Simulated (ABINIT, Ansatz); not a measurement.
An input for ABINIT 10.8.3 (PNO (Cc)):

```
acell 3*1.0 Angstrom
rprim 
  3.278002254000 -3.286113380400 0.000000000000
  3.278002254000 3.286113380400 0.000000000000
  -3.028551860300 0.000000000000 3.488865954800
ntypat 3
znucl 15 7 8
natom 6
typat 1 1 2 2 3 3
xred 
  0.730409600000 0.010313920000 0.000167090000
  0.010313920000 0.730409600000 0.500167090000
  0.742864730000 0.382544620000 0.249632690000
  0.382544620000 0.742864730000 0.749632690000
  0.883089610000 0.000777520000 0.750200220000
  0.000777520000 0.883089610000 0.250200220000
pp_dirpath "pseudos"
pseudos "P.upf, N.upf, O.upf"
ecut 36
ngkpt 2 2 4
nshiftk 1
shiftk 0 0 0
kptopt 1
chksymbreak 0
istwfk *1
occopt 1
irdwfk 1
optdriver 99
bs_calctype 1
mbpt_sciss 2.204 eV
bs_loband 9
nband 23
bs_exchange_term 1
bs_coulomb_term 11
bs_coupling 0
bs_algorithm 1
bs_freq_mesh 0 14 0.1 eV
zcut 0.15 eV
ecuteps 3.6
ecutwfn 18
inclvkb 2
irdscr 1
indata_prefix "in"
outdata_prefix "out"
tmpdata_prefix "tmp"
```

```sh
OMP_NUM_THREADS=1 mpirun -n 4 abinit run.abi > log
```

Q: Estimate wall time and host memory on 4 MPI ranks of Arm Neoverse N1, shared host.

It took 37 s; on shared hardware allow 18 s to 73 s. Peak host memory was 0.4 GiB.

The kernel grows as the square of the matrix size, and full diagonalisation as its cube.

[Paths, hosts, dates, memory and timing lines, banners, echoed tables and standing remarks are left out of the program output.]

[Logs are printed without paths, hosts, clocks, repeated set-up lines and the standing remarks that a program may print on its own settings, such as how far it seeks lower states.]

[Runs of the session that timed out or met a known fault of the program may be left out.]

[Hosts, paths, dates, database ids (printed as entryN), source tags and the programs' standing remarks are cut or masked in the printed files.]

[G0W0 gaps are taken among the corrected bands and points alone; a level outside them can change the order at an edge.]

[Where Ansatz stands beside ABINIT at settings called matched, ABINIT's density can come from a denser mesh and the files from another edition; pairs whose starting gaps differed by over 0.03 eV were left out, so agreement reads better than it is.]
